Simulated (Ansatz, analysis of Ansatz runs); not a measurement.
**Can an added electron hop between W atoms in CaWO4 (I4_1/a)?**

Question: does an added electron stay on the W atom where it is started in CaWO4 (I4_1/a), and if so, how high is the barrier for a hop to another W site nearby? Model: a cell of 96 host atoms.

Main program and level: Ansatz 0.2.0; plane-wave PAW DFT, PBEsol+U; relaxation of all atoms of a supercell at fixed charge in a uniform background; PAW set soft_1.

This is a report of a sequence of runs, with most program output left out.

## (1) The starting structure

The cell holds 96 atoms: 16 Ca, 16 W and 64 O. Cell: a = 10.445 Å, b = 10.445 Å, c = 11.254 Å, α = 90.0°, β = 90.0°, γ = 90.0°. It derives from CaWO4 (space group I4_1/a). Nearest the centre at fractional (0.750, 0.000, 0.500): O60 at 1.85 Å, O81 at 1.85 Å, O68 at 2.37 Å, O89 at 2.37 Å, O71 at 2.41 Å, O94 at 2.41 Å, Ca51 at 2.61 Å, Ca3 at 2.61 Å.

Hubbard terms: W d 5.0 eV. They were chosen, not fitted, to curb self-interaction in the shells named, the trial site's among them. The two sites are W56 and W80. The cell's shortest repeat is 10.4 Å.

## (2) The cell without the carrier

The neutral cell is relaxed first, from small random displacements, so that bond lengths and moments with the carrier can be set beside those of a relaxed cell without it.

Contents of neutral.relax/input.yaml:

```yaml
crystal:
  lattice:
    - [10.44511621, 0.0, 0.0]
    - [0.0, 10.44511621, 0.0]
    - [0.0, 0.0, 11.25437467]
  atoms:
    - { symbol: Ca, position: [0.0, 0.25, 0.75] }
    - { symbol: Ca, position: [0.25, 0.0, 0.25] }
    - { symbol: Ca, position: [0.0, 0.0, 0.5] }
[... 1 atom line left out ...]
    - { symbol: W, position: [0.0, 0.25, 0.25] }
[... 6 atom lines left out ...]
    - { symbol: O, position: [0.327849, 0.129158, 0.413033] }
    - { symbol: O, position: [0.077849, 0.129158, 0.336967] }
[... 6 atom lines left out ...]
    - { symbol: O, position: [0.370842, 0.077849, 0.663033] }
[... 2 atom lines left out ...]
    - { symbol: O, position: [0.129158, 0.172151, 0.586967] }
[... 1 atom line left out ...]
    - { symbol: Ca, position: [0.0, 0.75, 0.75] }
[... 3 atom lines left out ...]
    - { symbol: W, position: [0.0, 0.75, 0.25] }
[... 3 atom lines left out ...]
    - { symbol: O, position: [0.172151, 0.870842, 0.413033] }
[... 6 atom lines left out ...]
    - { symbol: O, position: [0.422151, 0.870842, 0.336967] }
    - { symbol: O, position: [0.129158, 0.922151, 0.663033] }
[... 4 atom lines left out ...]
    - { symbol: O, position: [0.370842, 0.827849, 0.586967] }
[... 2 atom lines left out ...]
    - { symbol: Ca, position: [0.5, 0.25, 0.75] }
    - { symbol: Ca, position: [0.75, 0.0, 0.25] }
    - { symbol: Ca, position: [0.5, 0.0, 0.5] }
[... 1 atom line left out ...]
    - { symbol: W, position: [0.5, 0.25, 0.25] }
    - { symbol: W, position: [0.75, 0.0, 0.75] }
[... 1 atom line left out ...]
    - { symbol: W, position: [0.75, 0.25, 0.5] }
    - { symbol: O, position: [0.672151, 0.370842, 0.413033] }
    - { symbol: O, position: [0.922151, 0.120842, 0.913033] }
[... 1 atom line left out ...]
    - { symbol: O, position: [0.827849, 0.129158, 0.413033] }
    - { symbol: O, position: [0.577849, 0.129158, 0.336967] }
[... 1 atom line left out ...]
    - { symbol: O, position: [0.672151, 0.120842, 0.836967] }
    - { symbol: O, position: [0.922151, 0.370842, 0.336967] }
    - { symbol: O, position: [0.629158, 0.422151, 0.663033] }
    - { symbol: O, position: [0.879158, 0.172151, 0.163033] }
[... 1 atom line left out ...]
    - { symbol: O, position: [0.870842, 0.077849, 0.663033] }
    - { symbol: O, position: [0.620842, 0.077849, 0.086967] }
    - { symbol: O, position: [0.870842, 0.327849, 0.586967] }
    - { symbol: O, position: [0.629158, 0.172151, 0.586967] }
[... 1 atom line left out ...]
    - { symbol: Ca, position: [0.5, 0.75, 0.75] }
[... 3 atom lines left out ...]
    - { symbol: W, position: [0.5, 0.75, 0.25] }
[... 2 atom lines left out ...]
    - { symbol: W, position: [0.75, 0.75, 0.5] }
    - { symbol: O, position: [0.672151, 0.870842, 0.413033] }
[... 2 atom lines left out ...]
    - { symbol: O, position: [0.827849, 0.629158, 0.413033] }
    - { symbol: O, position: [0.577849, 0.629158, 0.336967] }
    - { symbol: O, position: [0.827849, 0.879158, 0.836967] }
[... 1 atom line left out ...]
    - { symbol: O, position: [0.922151, 0.870842, 0.336967] }
    - { symbol: O, position: [0.629158, 0.922151, 0.663033] }
[... 1 atom line left out ...]
    - { symbol: O, position: [0.620842, 0.827849, 0.163033] }
    - { symbol: O, position: [0.870842, 0.577849, 0.663033] }
[... 1 atom line left out ...]
    - { symbol: O, position: [0.870842, 0.827849, 0.586967] }
    - { symbol: O, position: [0.629158, 0.672151, 0.586967] }
    - { symbol: O, position: [0.879158, 0.922151, 0.086967] }
basis:
  ecutwfc: 420
  xc_grid: 2
hamiltonian:
  xc: pbesol
  hubbard:
    sites: [{ species: W, l: d, u_eff: 5.0 }]
    projectors: ortho-atomic
  pseudopotentials: { kind: paw, azcp: { folder: soft_1 }, xc_functional: pbe }
kpoints:
  mp_grid: { grid: [1, 1, 1] }
scf:
  occupations: { method: fermi_dirac, width: 0.01 }
  max_iter: 120
  lower_state_search: "off"
output:
  forces: true
relax:
  f_tol: 0.02
  max_steps: 70
  random_displacement: { amplitude: 0.04, seed: 2570 }
checkpoint:
  write: "../neutral.relax.run"
  compress: false
  write_wavefunctions: true
  write_every: 100000
```

Command:

```bash
$ ansatz run input.yaml --threads 32 --pin off --max-ram 84787MiB --backend cuda --events-out ev --progress --plain --runs-dir out --max-vram 78GiB
```

Run time: 4.5 s. Hardware: 1 × NVIDIA GB200 with 32 threads of Arm Neoverse V2, shared host; peak memory 1.3 GiB.

The largest displacement from an ideal site is 0.010 Å.

## (3) The electron on the first site

The nearest neighbour or neighbours of the site start displaced and the site's starting moment is changed by the carrier's spin, since a carrier doesn't trap itself in the undistorted lattice.

Contents of A.relax/input.yaml:

```yaml
crystal:
  lattice:
    - [10.44511621, 0.0, 0.0]
    - [0.0, 10.44511621, 0.0]
    - [0.0, 0.0, 11.25437467]
  atoms:
    - { symbol: Ca, position: [-0.000323, 0.249696, 0.749928] }
    - { symbol: Ca, position: [0.249631, -0.000497, 0.249911] }
    - { symbol: Ca, position: [-0.000294, -0.000323, 0.499921] }
[... 1 atom line left out ...]
    - { symbol: W, position: [-0.000345, 0.249639, 0.250138] }
[... 6 atom lines left out ...]
    - { symbol: O, position: [0.328268, 0.128933, 0.412774] }
    - { symbol: O, position: [0.078275, 0.128903, 0.337086] }
[... 6 atom lines left out ...]
    - { symbol: O, position: [0.37046, 0.078264, 0.662833] }
[... 2 atom lines left out ...]
    - { symbol: O, position: [0.129151, 0.171168, 0.586997] }
[... 1 atom line left out ...]
    - { symbol: Ca, position: [-0.000362, 0.749766, 0.749897] }
[... 3 atom lines left out ...]
    - { symbol: W, position: [-0.00038, 0.749617, 0.249915] }
[... 3 atom lines left out ...]
    - { symbol: O, position: [0.171205, 0.870214, 0.41279] }
[... 6 atom lines left out ...]
    - { symbol: O, position: [0.421189, 0.870203, 0.33693] }
    - { symbol: O, position: [0.129115, 0.9212, 0.662711] }
[... 4 atom lines left out ...]
    - { symbol: O, position: [0.370412, 0.828231, 0.58698] }
[... 2 atom lines left out ...]
    - { symbol: Ca, position: [0.49965, 0.249776, 0.749968] }
    - { symbol: Ca, position: [0.749732, -0.000313, 0.249947] }
    - { symbol: Ca, position: [0.49978, -0.000304, 0.499883] }
[... 1 atom line left out ...]
    - { symbol: W, position: [0.499608, 0.249612, 0.249922] }
    - { symbol: W, position: [0.749731, -0.00017, 0.749992] }
[... 1 atom line left out ...]
    - { symbol: W, position: [0.749742, 0.24976, 0.499878], spin: 1.0 }
    - { symbol: O, position: [0.666808, 0.377242, 0.408113] }
    - { symbol: O, position: [0.921082, 0.12035, 0.912844] }
[... 1 atom line left out ...]
    - { symbol: O, position: [0.83263, 0.122316, 0.407988] }
    - { symbol: O, position: [0.578284, 0.12908, 0.337024] }
[... 1 atom line left out ...]
    - { symbol: O, position: [0.671194, 0.120534, 0.836991] }
    - { symbol: O, position: [0.921064, 0.370342, 0.337137] }
    - { symbol: O, position: [0.628918, 0.421337, 0.663007] }
    - { symbol: O, position: [0.87908, 0.171206, 0.162927] }
[... 1 atom line left out ...]
    - { symbol: O, position: [0.870405, 0.078253, 0.66284] }
    - { symbol: O, position: [0.620375, 0.078303, 0.087065] }
    - { symbol: O, position: [0.87706, 0.332611, 0.591888] }
    - { symbol: O, position: [0.622323, 0.166964, 0.591787] }
[... 1 atom line left out ...]
    - { symbol: Ca, position: [0.499662, 0.749788, 0.749957] }
[... 3 atom lines left out ...]
    - { symbol: W, position: [0.499667, 0.74963, 0.249755] }
[... 2 atom lines left out ...]
    - { symbol: W, position: [0.749704, 0.749763, 0.499958] }
    - { symbol: O, position: [0.671262, 0.87047, 0.412894] }
[... 2 atom lines left out ...]
    - { symbol: O, position: [0.82819, 0.629098, 0.412845] }
    - { symbol: O, position: [0.578179, 0.629142, 0.337026] }
    - { symbol: O, position: [0.828191, 0.879156, 0.837119] }
[... 1 atom line left out ...]
    - { symbol: O, position: [0.921203, 0.870302, 0.33703] }
    - { symbol: O, position: [0.629111, 0.921274, 0.662917] }
[... 1 atom line left out ...]
    - { symbol: O, position: [0.620342, 0.828298, 0.162777] }
    - { symbol: O, position: [0.870211, 0.578346, 0.662853] }
[... 1 atom line left out ...]
    - { symbol: O, position: [0.870372, 0.828269, 0.587047] }
    - { symbol: O, position: [0.62898, 0.671309, 0.587003] }
    - { symbol: O, position: [0.879066, 0.921174, 0.087066] }
total_charge: -1
basis:
  ecutwfc: 420
  xc_grid: 2
hamiltonian:
  xc: pbesol
  hubbard:
    sites: [{ species: W, l: d, u_eff: 5.0 }]
    projectors: ortho-atomic
  pseudopotentials: { kind: paw, azcp: { folder: soft_1 }, xc_functional: pbe }
kpoints:
  mp_grid: { grid: [1, 1, 1] }
magnetization:
  spin_polarized: true
  initial_magnetization: 1
  spin_locking: { lock_magnetization: hard }
scf:
  occupations: { method: fermi_dirac, width: 0.01 }
  max_iter: 120
  lower_state_search: "off"
output:
  forces: true
relax:
  f_tol: 0.015
  max_steps: 70
  escape_saddle: false
checkpoint:
  write: "../A.relax.run"
  compress: false
  write_wavefunctions: true
  write_every: 100000
```

The job ended after 12 s (1 × NVIDIA GB200 with 32 threads; peak memory 1.8 GiB).

Relaxation path:

```tsv
step	energy less that of the first step (eV)	largest force component (eV/Å)
1	0.0000	0.9499
2	-0.2615	0.4585
3	-0.3540	0.1008
4	-0.3616	0.0351
5	-0.3663	0.0267
6	-0.3685	0.0320
7	-0.3724	0.0293
8	-0.3744	0.0422
9	-0.3750	0.0526
10	-0.3758	0.0116
11	-0.3758	0.0116
```

The atoms that moved most (Å):

```tsv
atom	dx	dy	dz	length
O71	0.049	-0.088	-0.067	0.120
O57	-0.087	-0.051	0.066	0.120
O70	-0.050	0.086	-0.068	0.120
O60	0.085	0.049	0.068	0.119
O89	0.006	-0.083	-0.022	0.086
O13	0.081	0.009	0.020	0.084
O16	-0.081	-0.006	0.021	0.083
O92	-0.007	0.080	-0.021	0.083
```

The moves above count from the input, in which the site's nearest neighbours were already displaced; the distances below compare with the cell without the carrier.

Distances from W56 without and with the electron:

```tsv
atom	without (Å)	with (Å)
O71	1.79	1.87
O70	1.79	1.87
O57	1.79	1.87
O60	1.80	1.87
```

The largest changes of the moments are 0.38 μB on W56, 0.02 μB on O57 and 0.02 μB on O60. The largest part sits on the chosen site.

## (4) The electron on the second site

The same start is made on the second site, to get the end of the hop.

Contents of B.relax/input.yaml:

```yaml
crystal:
  lattice:
    - [10.44511621, 0.0, 0.0]
    - [0.0, 10.44511621, 0.0]
    - [0.0, 0.0, 11.25437467]
  atoms:
    - { symbol: Ca, position: [-0.000323, 0.249696, 0.749928] }
    - { symbol: Ca, position: [0.249631, -0.000497, 0.249911] }
[... 57 atom lines left out ...]
    - { symbol: O, position: [0.828321, 0.129113, 0.412787] }
[... 7 atom lines left out ...]
    - { symbol: O, position: [0.870405, 0.078253, 0.66284] }
[... 2 atom lines left out ...]
    - { symbol: O, position: [0.629121, 0.171272, 0.586988] }
[... 9 atom lines left out ...]
    - { symbol: O, position: [0.666954, 0.877267, 0.408096] }
[... 7 atom lines left out ...]
    - { symbol: O, position: [0.629111, 0.921274, 0.662917] }
[... 4 atom lines left out ...]
    - { symbol: O, position: [0.877169, 0.832577, 0.591845] }
[... 1 atom line left out ...]
    - { symbol: O, position: [0.879066, 0.921174, 0.087066] }
total_charge: -1
basis:
  ecutwfc: 420
  xc_grid: 2
hamiltonian:
  xc: pbesol
  hubbard:
    sites: [{ species: W, l: d, u_eff: 5.0 }]
    projectors: ortho-atomic
  pseudopotentials: { kind: paw, azcp: { folder: soft_1 }, xc_functional: pbe }
kpoints:
  mp_grid: { grid: [1, 1, 1] }
magnetization:
  spin_polarized: true
  initial_magnetization: 1
  spin_locking: { lock_magnetization: hard }
scf:
  occupations: { method: fermi_dirac, width: 0.01 }
  max_iter: 120
  lower_state_search: "off"
output:
  forces: true
relax:
  f_tol: 0.015
  max_steps: 70
  escape_saddle: false
checkpoint:
  write: "../B.relax.run"
  compress: false
  write_wavefunctions: true
  write_every: 100000
```

Wall time 13 s (1 × NVIDIA GB200 with 32 threads); peak memory 1.7 GiB; 53 s of CPU time.

Distances from W80 without and with the electron:

```tsv
atom	without (Å)	with (Å)
O95	1.79	1.87
O81	1.79	1.87
O84	1.79	1.87
O94	1.79	1.87
```

The largest changes of the moments are 0.38 μB on W80, 0.02 μB on O81 and 0.02 μB on O94. The largest part sits on the chosen site.

## (5) Points on the line between the two structures

All atoms move on the straight line between the two relaxed structures, 4.37 amu^1/2 Å long in mass-weighted terms. Each point starts from the state of the point before, once from either end, so that both localised states can be followed; the midpoint is also started with the carrier shared.

Contents of A.x0500/input.yaml:

```yaml
crystal:
  lattice:
    - [10.44511621, 0.0, 0.0]
    - [0.0, 10.44511621, 0.0]
    - [0.0, 0.0, 11.25437467]
  atoms:
    - { symbol: Ca, position: [-0.001584, 0.252959, 0.747476] }
    - { symbol: Ca, position: [0.249661, -0.000287, 0.250438] }
[... 57 atom lines left out ...]
    - { symbol: O, position: [0.833877, 0.12945, 0.413883] }
[... 7 atom lines left out ...]
    - { symbol: O, position: [0.87134, 0.084069, 0.661893] }
[... 2 atom lines left out ...]
    - { symbol: O, position: [0.627574, 0.162773, 0.586821] }
[... 9 atom lines left out ...]
    - { symbol: O, position: [0.665432, 0.869929, 0.413872] }
[... 7 atom lines left out ...]
    - { symbol: O, position: [0.627983, 0.915295, 0.661862] }
[... 4 atom lines left out ...]
    - { symbol: O, position: [0.871751, 0.836611, 0.586813] }
[... 1 atom line left out ...]
    - { symbol: O, position: [0.877659, 0.922459, 0.085352] }
total_charge: -1
basis:
  ecutwfc: 420
  xc_grid: 2
hamiltonian:
  xc: pbesol
  hubbard:
    sites: [{ species: W, l: d, u_eff: 5.0 }]
    projectors: ortho-atomic
  pseudopotentials: { kind: paw, azcp: { folder: soft_1 }, xc_functional: pbe }
kpoints:
  mp_grid: { grid: [1, 1, 1] }
magnetization:
  spin_polarized: true
  initial_magnetization: 1
  spin_locking: { lock_magnetization: hard }
scf:
  occupations: { method: fermi_dirac, width: 0.01 }
  max_iter: 120
  lower_state_search: "off"
output:
  forces: true
  eigenvalues: true
  eigenstates: { localisation: true }
  write_density: true
  write_potential: true
  volumetric_format: npy
checkpoint:
  read: "../A.x0375.run"
  write: "../A.x0500.run"
  compress: false
  write_wavefunctions: true
  write_every: 100000
```

The job ended after 4 s (1 × NVIDIA GB200 with 32 threads; peak memory 1.3 GiB).

States next to the filling edge at the first k-point, on the run's own zero (eigenstates.tsv). The participation number counts the atoms that a state is spread over, of 96; bands count from 0.

```tsv
spin	band	energy (eV)	occupation	participation	largest share on	share
down	378	7.479	1.00	12.2	O70	0.19
down	379	7.511	1.00	10.1	O57	0.20
down	380	7.650	1.00	10.9	O71	0.14
down	381	7.652	1.00	7.7	O71	0.18
down	382	7.725	1.00	7.3	O70	0.25
down	383	7.749	1.00	7.2	O60	0.25
down	384	11.253	0.00	3.3	W80	0.53
down	385	11.559	0.00	3.8	W80	0.49
down	386	11.646	0.00	28.6	W31	0.07
down	387	11.800	0.00	8.4	W29	0.23
down	388	11.818	0.00	25.7	W77	0.10
up	379	7.476	1.00	14.4	O57	0.16
up	380	7.591	1.00	12.0	O71	0.13
up	381	7.651	1.00	7.3	O57	0.19
up	382	7.714	1.00	7.6	O70	0.24
up	383	7.735	1.00	7.6	O60	0.24
up	384	11.114	0.99	4.7	W56	0.40
up	385	11.219	0.01	3.3	W80	0.52
up	386	11.546	0.00	3.8	W80	0.48
up	387	11.642	0.00	28.8	W31	0.07
up	388	11.783	0.00	8.5	W29	0.23
up	389	11.804	0.00	25.3	W77	0.10
```

Under PBEsol+U (5 eV) at the zone centre alone, the highest filled state is spin up, spread over 5 of 96 atoms, and the lowest empty one, 0.10 eV above it, is spin up, spread over 3 of 96 atoms.

The largest moments in the atoms' spheres: W56 0.34, O57 0.02, O60 0.02, O71 0.01, O70 0.01, W32 0.01 μB.

Free energies from the first end:

```tsv
started from	fraction	energy (eV)	moment change on W56 (μB)	on W80 (μB)
first site	0	0.000	0.38	0.00
first site	0.125	0.024	0.37	0.00
first site	0.25	0.096	0.36	0.00
first site	0.375	0.213	0.35	0.00
first site	0.5	0.374	0.34	0.01
first site	0.625	0.213	0.00	0.35
second site	0.875	0.024	0.00	0.37
second site	0.75	0.095	0.00	0.36
second site	0.625	0.213	0.00	0.35
second site	0.5	0.374	0.01	0.34
second site	0.375	0.213	0.35	0.00
shared	0.5	0.374	0.01	0.34
second site	1	0.000	0.00	0.38
```

## (6) Outcome

```
barrier forward                               : 0.37 eV
barrier backward                              : 0.37 eV
distance of the two sites without the carrier : 5.22 Å
carrier at the midpoint                       : on one site
```

What this shows: On this line the electron must cross 0.37 eV to hop 5.22 Å; both ends have the same energy within 0.005 eV. At the midpoint the lowest state found keeps the carrier on one site. With an assumed attempt frequency of 1e13 per second the rate at 300 K would be 5e+06 per second for this barrier, if every crossing succeeded. A straight line need not be the lowest path, so the true barrier at this U can be lower, or higher if the ends can still break their symmetry. The second site lies about half a repeat away: the first meets it and its image at 5.22 and 5.22 Å, so the cell models a chain, and nothing is concluded on the coupling of a single pair. A shorter hop, 3.84 Å to W5, was not computed. No run compares the localised electron with one spread in the band, so its binding is unknown and the barrier may exceed it. The program's search for lower electronic states was switched off in all runs, so that each state is followed; none is shown to be the lowest at its structure. No image-charge correction is applied; it nearly cancels along the line while the charge stays localised. Keep in mind: sampling at the zone centre alone can move energies of charged and open-shell states by tenths of an eV or more in cells of this size; gap and trapping depend on the U chosen (W d 5.0 eV); spin–orbit coupling, which can matter with heavy atoms, is left out.

[Logs are printed without paths, hosts, clocks, repeated set-up lines and the standing remarks that a program may print on its own settings, such as how far it seeks lower states.]

[Hosts, paths, dates, database ids (printed as entryN), source tags and the programs' standing remarks are cut or masked in the printed files.]
